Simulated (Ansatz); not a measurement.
# Decaying states in the gap of BaH2Se2, part 2 of 2

Aim: relax a made-up compound, BaH2Se2, and see how good a tunnel barrier it would be. It is built by putting Se for O, Ba for Ca in the CaH2O2 structure of space group P-3m1, with the volume rescaled by atomic radii. The parent structure comes from the Materials Project.

Ansatz 0.2.0; r2SCAN DFT, plane waves, PAW files (the session's first sound run).

So far, gap on the k-mesh (eV): step 3 (the bulk crystal and its band edges, r2SCAN) 3.34; step 6 (complex bands, plane (101), k-mesh 6×6×6, r2SCAN) 3.34; step 7 (PBE, cutoff 420 eV) 2.98.

The structure was built from a prototype and need not be the compound's stable phase.

## Step 8: Complex bands at another level, cutoff 420 eV

This step: PBE DFT, plane waves, PAW files; complex bands by layer matching along the plane's normal (Ansatz 0.2.0).

The complex bands at that level, over its own gap, at (0, 0) and (-0.5, 0).

input.yaml reads:

```yaml
crystal:
  lattice:
    - [5.176477742, 0.0, 0.0]
    - [0.0, 6.259296608, 0.0]
    - [2.588238871, 0.0, 4.482961227]
  atoms:
    - { symbol: Ba, position: [0.0, 0.0, 0.0] }
    - { symbol: H, position: [0.6666666667, 0.5371923826, 0.6666666667] }
    - { symbol: H, position: [0.3333333333, 0.4628076174, 0.3333333333] }
    - { symbol: Se, position: [0.6666666667, 0.7708106451, 0.6666666667] }
    - { symbol: Se, position: [0.3333333333, 0.2291893549, 0.3333333333] }
kpoints:
  mp_grid: { grid: [6, 4, 6] }
scf:
  occupations: { method: fixed }
hamiltonian:
  xc: pbe
output:
  eigenvalues: true
  transmission:
    leads: [[0, 0]]
    kpoints: [[0.0, 0.0], [-0.5, 0.0]]
    e_range: [-1.0, 3.98]
    de: 0.12
```

Started as:

```bash
$ ansatz run input.yaml --threads 2 --pin off --max-ram 4096MiB --backend cpu --events-out ev --progress --plain --runs-dir out
```

Run time: 33 s. Hardware: 2 threads of Arm Neoverse V2, shared host; peak memory 0.88 GiB; 65 s of CPU time.

Numbers from this step:

- level to which the leads are filled: 1.488 eV from the Fermi level
- decay constant at the filling level, zone centre: 0.2417 Å⁻¹
- decay constant at the filling level, slowest listed point: 0.2417 Å⁻¹

K parallel (0, 0); values up to 1.5 1/Å, a degenerate pair printed once or twice; energies at which all values exceed this have no row. Table of Im kz of the slowest decaying states by energy, zero at the highest filled level on the SCF mesh:

| energy (eV) | decay 1 (Å⁻¹) | decay 2 (Å⁻¹) | decay 3 (Å⁻¹) | decay 4 (Å⁻¹) |
| --- | --- | --- | --- | --- |
| -1.00 | 0.0348 | 0.738 | 0.752 | 0.850 |
| -0.76 | 0.0492 | 0.709 | 0.720 | 0.844 |
| -0.52 | 0.681 | 0.702 | 0.827 | 0.843 |
| -0.28 | 0.223 | 0.678 | 0.684 | 0.810 |
| -0.04 | 0.298 | 0.667 | 0.697 | 0.791 |
| 0.20 | 0.130 | 0.289 | 0.342 | 0.649 |
| 0.44 | 0.181 | 0.370 | 0.394 | 0.631 |
| 0.68 | 0.210 | 0.387 | 0.453 | 0.611 |
| 0.92 | 0.228 | 0.397 | 0.489 | 0.591 |
| 1.16 | 0.238 | 0.400 | 0.512 | 0.569 |
| 1.40 | 0.242 | 0.399 | 0.525 | 0.545 |
| 1.76 | 0.237 | 0.387 | 0.506 | 0.532 |
| 2.00 | 0.226 | 0.371 | 0.478 | 0.530 |
| 2.24 | 0.208 | 0.345 | 0.446 | 0.523 |
| 2.48 | 0.181 | 0.305 | 0.411 | 0.505 |
| 2.72 | 0.141 | 0.237 | 0.371 | 0.474 |
| 2.96 | 0.0605 | 0.0632 | 0.324 | 0.444 |
| 3.20 | 0.266 | 0.416 | 0.451 | 0.592 |
| 3.44 | 0.0312 | 0.214 | 0.388 | 0.420 |
| 3.68 | 0.178 | 0.357 | 0.381 | 0.515 |
| 3.92 | 0.0825 | 0.106 | 0.320 | 0.331 |

K parallel (-0.5, 0); values up to 1.5 1/Å, a degenerate pair printed once or twice; energies at which all values exceed this have no row. Im kz of the slowest decaying states against energy, zero at the highest filled level on the SCF mesh:

| energy (eV) | decay 1 (Å⁻¹) | decay 2 (Å⁻¹) | decay 3 (Å⁻¹) | decay 4 (Å⁻¹) |
| --- | --- | --- | --- | --- |
| -1.00 | 0.157 | 0.213 | 0.857 | 0.990 |
| -0.76 | 0.853 | 0.981 | - | - |
| -0.64 | 0.0741 | 0.850 | 0.977 | - |
| -0.40 | 0.235 | 0.845 | 0.967 | - |
| -0.16 | 0.304 | 0.838 | 0.956 | - |
| -0.04 | 0.149 | 0.327 | 0.834 | 0.950 |
| 0.20 | 0.246 | 0.359 | 0.826 | 0.939 |
| 0.32 | 0.275 | 0.370 | 0.822 | 0.934 |
| 0.56 | 0.315 | 0.384 | 0.813 | 0.923 |
| 0.80 | 0.341 | 0.391 | 0.803 | 0.912 |
| 0.92 | 0.351 | 0.392 | 0.797 | 0.906 |
| 1.16 | 0.363 | 0.389 | 0.786 | 0.896 |
| 1.40 | 0.370 | 0.380 | 0.774 | 0.887 |
| 1.52 | 0.372 | 0.373 | 0.767 | 0.882 |
| 1.76 | 0.356 | 0.371 | 0.753 | 0.874 |
| 2.00 | 0.331 | 0.367 | 0.737 | 0.868 |
| 2.12 | 0.316 | 0.363 | 0.729 | 0.865 |
| 2.36 | 0.278 | 0.353 | 0.711 | 0.861 |
| 2.60 | 0.226 | 0.339 | 0.690 | 0.861 |
| 2.72 | 0.190 | 0.331 | 0.679 | 0.862 |
| 2.96 | 0.0483 | 0.311 | 0.655 | 0.869 |
| 3.08 | 0.299 | 0.641 | 0.876 | 1.20 |
| 3.32 | 0.274 | 0.611 | 0.902 | 1.15 |
| 3.56 | 0.245 | 0.576 | 0.960 | 1.08 |
| 3.68 | 0.229 | 0.556 | 1.01 | 1.04 |
| 3.92 | 0.192 | 0.510 | 0.955 | 1.09 |

At the listed wavevectors the last open channel is at -0.04 eV and the next at +3.08 eV on the grid. At +1.52 eV, the grid energy nearest the filling level (the middle of the gap on the SCF mesh), the slowest state at the listed wavevectors decays with κ = 0.242 Å⁻¹, its amplitude falling by e over 4.1 Å; the first such run, plane (100), gave 0.268 Å⁻¹ over as many of its listed wavevectors.

## Step 9: A check of the settings

This step: r2SCAN DFT, plane waves, PAW files; complex bands by layer matching along the plane's normal; changed: output.transmission.e_range = [1, -1], scf.max_iter = 75 (Ansatz 0.2.0).

This run repeats an earlier one, its twin (the complex run, plane (100)), with two settings changed (output.transmission.e_range, scf.max_iter; files written aside). The setting was drawn as a possible misstep, on purpose. Where the input is shown as a difference, that is against the step before, not the twin.

Changes to input.yaml since step 8:

```diff
@@ -15,4 +15,5 @@
   occupations: { method: fixed }
+  max_iter: 75
 hamiltonian:
-  xc: pbe
+  xc: r2scan
 output:
@@ -21,4 +22,4 @@
     leads: [[0, 0]]
-    kpoints: [[0.0, 0.0], [-0.5, 0.0]]
-    e_range: [-1.0, 3.98]
-    de: 0.12
+    kpoints: [[0.0, 0.0], [-0.5, 0.0], [0.5, 0.0]]
+    e_range: [1, -1]
+    de: 0.13
```

Elapsed: 0.13 s, on 2 threads; peak memory 0.091 GiB.

The program refused the input before any cycle.

The program's message: “Error: invalid value for `output.transmission.e_range`: [1, -1] eV must be finite with min < max”

The change that led to it: output.transmission.e_range = [1, -1].

## Step 10: Summary of results

```yaml
band_gap: 3.34 eV
least_decay_constant_at_mid_gap_normal_to_100: 0.268 Å⁻¹
least_decay_constant_at_mid_gap_normal_to_101: 0.303 Å⁻¹
least_decay_constant_on_a_mesh_normal_to_100: 0.268 Å⁻¹
least_decay_constant_pbe: 0.242 Å⁻¹
```

In words: With r2SCAN, the slowest decay at the wavevectors tried is κ = 0.268 Å⁻¹, normal to (100). Through such a film the transmission near mid-gap falls as exp(−2κd), a factor of ten every 4.3 Å. The directions tried decay at nearly the same rate. A free electron under a barrier of half the gap would need a mass of 0.16 mₑ to decay at this rate. With PBE the gap goes from 3.34 to 2.98 eV and the decay constant, over the first 2 listed wavevectors, from 0.268 to 0.242 Å⁻¹. The compound is made up by substitution; its stability against other phases and against distortions of the cell's symmetry was not tested. r2SCAN still narrows gaps, if less than LDA and GGA do, so real decay constants are likely larger.

[Logs are printed without paths, hosts, clocks, repeated set-up lines and the standing remarks that a program may print on its own settings, such as how far it seeks lower states.]

[Hosts, paths, dates, database ids (printed as entryN), source tags and the programs' standing remarks are cut or masked in the printed files.]
